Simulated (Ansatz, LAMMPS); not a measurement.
# Gap against volume in glassy 45P2O5-55ZnO (mol %) (85 atoms)

Density of this cell: 3.43 g/cm³. The cell holds 85 atoms: 18 P, 11 Zn and 56 O. Its edges and angles: a = 10.364 Å, b = 10.454 Å, c = 9.706 Å, α = 91.9°, β = 89.3°, γ = 90.7°. The starting structure: 85 atoms (18 P, 11 Zn, 56 O) placed at random at 3.06 g/cm³, melted at 4000 K for 10 ps at fixed volume with the Morse and Coulomb pair potential with partial charges (Pedone, Malavasi, Menziani, Cormack and Segre, J. Phys. Chem. B 110, 11780 (2006)). Quenched from 4000 K to 300 K at 500 K/ps and fixed volume, held 10 ps at zero pressure, then minimised at fixed cell.

Calculated with Ansatz 0.2.0: Kohn-Sham DFT, PBEsol, PAW (set soft_1), plane waves; cutoff 420 eV, Γ point, fixed occupations. The relaxed cell was scaled evenly and the atoms were relaxed at each volume. The gap is that between the highest filled and the lowest empty Kohn-Sham level on the run's k-points.

```
volume (Å³/atom)  gap (eV)
          11.127               3.719
          11.622                   ?
          11.993               3.525
          12.363               3.393
          12.734               3.273
          13.105                3.19
```

Task: Fit a straight line in ln V to the rows given and interpolate to the withheld row.

Worked fit:

A volume deformation potential makes the spacing linear in u = ln(V/V0), with V0 = 12.363 Å³ the relaxed volume; v is the spacing.

| u = ln(V/V0) | v (eV) |
| --- | --- |
| -0.105360 | 3.7188 |
| -0.0304593 | 3.5246 |
| 0 | 3.3935 |
| 0.0295585 | 3.2727 |
| 0.0582685 | 3.19 |

With n = 5: mean u = -0.00959851, mean v = 3.41992, Σ(u − ū)² = 0.015837, Σ(u − ū)(v − v̄) = -0.052427. Slope b = -0.052427 / 0.015837 = -3.3105; intercept a = v̄ − b ū = 3.3881.

At the withheld volume u = -0.06188, and v = a + b u.

Prediction at 11.622: 3.593 eV. The run gave 3.623 eV, so the fit is low by 0.030 eV (0.83 % of the value).

The slope, -3.31 eV, says that the spacing narrows on expansion. Among the rows given, the largest miss of the fit is at 11.993, by 0.036 eV (6.7 % of the range of the table).

Limits: The table spans 16 % in volume, wide for a linear law. Semilocal functionals tend to put gaps under measured ones. Only the Γ point is sampled. Defect or tail levels can set the spacing of a disordered cell.

[Logs are printed without paths, hosts, clocks, repeated set-up lines and the standing remarks that a program may print on its own settings, such as how far it seeks lower states.]

[Hosts, paths, dates, database ids (printed as entryN), source tags and the programs' standing remarks are cut or masked in the printed files.]
